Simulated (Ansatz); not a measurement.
# What CdAu (Pm-3m) distorts into, part 3 of 3

Wanted: the energy along a soft mode of CdAu (Pm-3m) and the structure at the end.

Ansatz 0.2.0; DFT PBEsol, scalar-relativistic, plane waves, PAW; PAW set soft_1.

So far. Step 5 (Energy along the mode, all amplitudes (two of the runs …): The lowest of the steps tried is at 0.14 Å, 2.17 meV/atom below the parent; the bottom of the well need not coincide with a step. Step 7 (The new phase in its own primitive cell): The largest force component left is 0.14 meV/Å and the pressure is -0.002 GPa, within the tolerances set. The cell now holds 18.18 Å³/atom. The relaxed cell has a, b, c = 4.781, 3.046, 4.992 Å (conventional setting).

## 8. Modes of the new phase, k-mesh 10×14×8

A relaxed structure may still be a saddle point, so its zone-centre modes are computed. No field response is asked, since the mesh shows no gap.

File input.yaml:

```yaml
crystal:
  lattice:
    - [4.7812815282, 0.0, 0.0]
    - [0.0, 3.0459768276, 0.0]
    - [0.0, 0.0, 4.9923957373]
  atoms:
    - { symbol: Cd, position: [0.75, 0.5, 0.3078459512] }
    - { symbol: Cd, position: [0.25, 0.5, 0.6921540488] }
    - { symbol: Au, position: [0.25, 0.0, 0.187666707] }
    - { symbol: Au, position: [0.75, 0.0, 0.812333293] }
kpoints:
  mp_grid: { grid: [10, 14, 8] }
hamiltonian:
  xc: pbesol
  pseudopotentials: { kind: paw, azcp: { folder: soft_1 }, xc_functional: pbe }
scf:
  occupations: { method: methfessel_paxton, width: 0.2 }
output:
  eigenvalues: true
phonons:
  method: dfpt
```

Command:

```
$ ansatz run input.yaml --threads 4 --pin off --max-ram 10240MiB --backend cpu --events-out ev --progress --plain --runs-dir out
```

Numbers of over 12 decimals in the logs are rounded to 6 here.

What it wrote:

```text
zone centre: on kpoints.mp_grid the ground state, and the responses unless they are solved on pairs of k-points, stand on 240 of the mesh's 1120 k-points, reduced under 4 symmetry operations, with k and −k counted as one. Each operation leaves every solved displacement unchanged or reverses it
[...]
Crystal: 4 atoms, lattice volume = 72.708 Å³
Basis set: ecut = 420 eV, 1437 PW (Γ), exchange–correlation on 64×48×72 points (8 copies of the dense FFT grid, shifted against one another)
Bands: 47, of which v1, the nominal top of the filled ones, is band 39 counted from 1 (38 counted from 0)
Symmetry: 8 space group operations
k-points: 240 of 1120 (irreducible under 4 space group operations, time reversal used)
[...]
SCF iter   1: F=—  HF=-42395.328012 eV  |F-HF|=—  |Δ(HF+E_count)|=         —  Δρ=1.81e-1  dr2=3.97e1  ethr=3.10e-3  ⟨swp⟩=6.2  Hψ=37844  notcnv=0  defer=26
[...]
SCF iter  13: F=-42386.710898 eV  HF=-42386.710898 eV  |F-HF|=7.28e-12  |Δ(HF+E_count)|=  7.28e-12  S|Δr|=    0.00e0  Δρ=3.06e-8  dr2=5.44e-13  ethr=1.00e-12  ⟨swp⟩=5.0  Hψ=40844  notcnv=0
SCF 1 converged in 13 iterations: F = -42386.710898 eV  dr2 = 5.44e-13
[...]
DFPT response loops at Γ: preconditioner auto → Kerker (q_TF=auto, 2.760 Å⁻¹) (partly filled bands, converged f_vac=0.000); β = 1.00, the filter's whole step (`scf.mixing.beta` (0.50) is not read by the response loops under this deck's `scf.mixing.preconditioner`; to damp them name `kerker` or `kerker_dos`, under which they read `scf.mixing.beta`, and type it under 1.00, their step now; both keys bind the ground state too); Broyden in place of MSR1
SCF converged after 13 iterations
[...]
Free energy (F): -42386.710898 eV
[...]
Internal energy: -42386.712771 eV  (E = F + TS)
E sigma→0 (E₀):  -42386.711366 eV
Entropy (-TS):   0.001873 eV (0.468 meV/atom)
Fermi energy:    18.383466 eV
[...]
--- Band table (eV; the first three rows and the last of 240) ---
  k-point 0: bands = [... 35 lower, 14.9294, 15.0218, 16.4675, 16.7168, 17.8703, 20.0466, 22.7342, 23.1920, ... 4 higher]
  k-point 1: bands = [... 35 lower, 14.8791, 15.0254, 15.7486, 16.8253, 18.9056, 20.3198, 22.1053, 22.8247, ... 4 higher]
  k-point 2: bands = [... 35 lower, 14.7595, 14.8383, 15.0336, 17.6105, 19.5273, 21.1991, 21.7291, 21.9553, ... 4 higher]
  k-point 239: bands = [... 35 lower, 15.3081, 17.0573, 17.0573, 17.3090, 17.3090, 19.5467, 19.5467, 21.0004, ... 4 higher]
--- Phonons (Γ-DFPT): 6 representative perturbations + reference, on 240 of 1120 k-points (Σ response iterations 18) ---
  k mesh reduced under 4 symmetry operations, with k and −k counted as one. Each operation leaves every solved displacement unchanged or reverses it
  ASR residual: 5.751e-5 → 0.000e0 eV/Å²; symmetrization residual: 2.235e-5 eV/Å²
  ASR residual per site (eV/Å²): 5.75e-5 5.75e-5 5.32e-5 5.32e-5
  Γ frequencies (cm⁻¹): 0.00 0.00 0.00 46.76 47.32 60.59 78.59 97.54 118.40 122.13 143.36 154.78
  non-analytic LO–TO correction: not included (Born effective charges unavailable; polar crystals: no LO–TO splitting at Γ)
```

Wall time 1.9 min (4 threads of Arm Neoverse V2, shared host); peak memory 2.2 GiB; 7.3 min of CPU time.

Numbers from this step:

```yaml
sum_rule_residual_before_enforcement: 5.75e-5 eV/Å²
point_group: mmm
highest_optical_mode_at_the_zone_centre_no_lo_to_term: 154.8 cm⁻¹
lowest_optical_zone_centre_mode: 46.76 cm⁻¹
```

Patterns of degenerate modes are one choice out of their space. The modes at Γ (shares of kinetic energy by element, %):

```tsv
mode	frequency (cm⁻¹)	symmetry	Cd %	Au %
1	0.0	acoustic	36	64
2	0.0	acoustic	36	64
3	0.0	acoustic	36	64
4	46.8	Ag	32	68
5	47.3	B2g	31	69
6	60.6	B3g	2	98
7	78.6	B3g	98	2
8	97.5	B2u	64	36
9	118.4	B3u	64	36
10	122.1	B1u	64	36
11	143.4	Ag	68	32
12	154.8	B2g	69	31
```

Displacements in mode 4 (46.8 cm⁻¹), the largest set to 1:
```
Cd1  0.00  0.00  0.90
Cd2  0.00  0.00 -0.90
Au3  0.00  0.00 -1.00
Au4  0.00  0.00  1.00
```

Displacements in mode 11 (143.4 cm⁻¹), the largest set to 1:
```
Cd1  0.00  0.00 -1.00
Cd2  0.00  0.00  1.00
Au3  0.00  0.00 -0.52
Au4  0.00  0.00  0.52
```

Before it was imposed, the acoustic sum rule was missed by 5.8e-5 eV/Å². Small misses are needed for a sound result but don't prove that mesh and cutoff are converged. The lowest optical mode is real, 46.8 cm⁻¹.

## 9. Results

| Property | Result |
| --- | --- |
| unstable mode of the parent | q = (0, -0.5, -0.5), 25i cm⁻¹ |
| depth at the lowest point sampled | 2.17 meV/atom |
| largest atomic shift at that point | 0.14 Å |
| space group reached (within 0.01 Å) | Pmma |
| energy gained over the parent (first relaxation, on the mesh of the frozen mode) | 8.81 meV/atom |
| volume per atom, phase reached | 18.2 Å³ |
| lowest optical zone-centre mode, phase reached | 46.8 cm⁻¹ |
| highest optical mode at the zone centre (no LO-TO term), phase reached | 155 cm⁻¹ |

In words: Along this mode the structure falls into Pmma, 8.81 meV/atom below the parent. At the parent's cell the well is 2.165 meV/atom deep on the steps tried, with its lowest point at a shift of 0.14 Å. Relaxing atoms and cell changes the gain by +6.65 meV/atom against the lowest step (energies at zero smearing). Most of the total comes from this relaxation. The new phase has no imaginary mode at the zone centre of its cell; other wavevectors were not checked. Of the 4 patterns followed to their end from this parent, this one reaches the lowest energy. Each path keeps the symmetry of its pattern, so a lower phase may lie along a pattern not tried. With no gap, or one that is small against the smearing, the frequencies hang on the k mesh and the smearing, most of all near Kohn anomalies. The phonon runs are without spin polarisation, although the cell has an odd electron count. Spin-orbit coupling is left out, which can matter for the heavy elements here. The PAW files were made for PBE and serve the other functionals too. A phonon run warned that its eigensolver left some bands unconverged in a pass.

[Logs are printed without paths, hosts, clocks, repeated set-up lines and the standing remarks that a program may print on its own settings, such as how far it seeks lower states.]

[Hosts, paths, dates, database ids (printed as entryN), source tags and the programs' standing remarks are cut or masked in the printed files.]
